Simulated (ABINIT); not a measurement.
An input for ABINIT 10.8.3 (BaTiO3 (Pm-3m)):

```
acell 3*1.0 Angstrom
rprim 
  4.006000000000 0.000000000000 0.000000000000
  0.000000000000 4.006000000000 0.000000000000
  0.000000000000 0.000000000000 4.006000000000
ntypat 3
znucl 56 22 8
natom 5
typat 1 2 3 3 3
xred 
  0.500000000000 0.500000000000 0.500000000000
  0.000000000000 0.000000000000 0.000000000000
  0.500000000000 0.000000000000 0.000000000000
  0.000000000000 0.500000000000 0.000000000000
  0.000000000000 0.000000000000 0.500000000000
pp_dirpath "pseudos"
pseudos "Ba.upf, Ti.upf, O.upf"
ecut 38
ngkpt 4 4 4
nshiftk 1
shiftk 0 0 0
kptopt 1
chksymbreak 0
istwfk *1
occopt 1
irdwfk 1
optdriver 4
nband 140
gwcalctyp 10
ecutsigx 38
symsigma 1
nkptgw 10
kptgw 
  0.0000000000 0.0000000000 0.0000000000
  0.2500000000 0.0000000000 0.0000000000
  0.5000000000 0.0000000000 0.0000000000
  0.2500000000 0.2500000000 0.0000000000
  0.5000000000 0.2500000000 0.0000000000
  0.5000000000 0.5000000000 0.0000000000
  0.2500000000 0.2500000000 0.2500000000
  0.5000000000 0.2500000000 0.2500000000
  0.5000000000 0.5000000000 0.2500000000
  0.5000000000 0.5000000000 0.5000000000
bdgw 
  12 69
  12 69
  12 69
  12 69
  12 69
  12 69
  12 69
  12 69
  12 69
  12 69
ecuteps 4.8
irdscr 1
ppmodel 1
irdqps 1
indata_prefix "in"
outdata_prefix "out"
tmpdata_prefix "tmp"
```

```sh
OMP_NUM_THREADS=1 mpirun -n 8 abinit run.abi > log
```

How long will it take on 8 MPI ranks of Arm Neoverse V1, shared host, and how much memory?

It took 9.3 min; on shared hardware allow 4.7 min to 19 min. Peak host memory was 8.9 GiB.

[Paths, hosts, dates, memory and timing lines, banners, echoed tables and standing remarks are left out of the program output.]

[Logs are printed without paths, hosts, clocks, repeated set-up lines and the standing remarks that a program may print on its own settings, such as how far it seeks lower states.]

[Runs of the session that timed out or met a known fault of the program may be left out.]

[Hosts, paths, dates, database ids (printed as entryN), source tags and the programs' standing remarks are cut or masked in the printed files.]

[G0W0 gaps are taken among the corrected bands and points alone; a level outside them can change the order at an edge.]

[Where Ansatz stands beside ABINIT at settings called matched, ABINIT's density can come from a denser mesh and the files from another edition; pairs whose starting gaps differed by over 0.03 eV were left out, so agreement reads better than it is.]
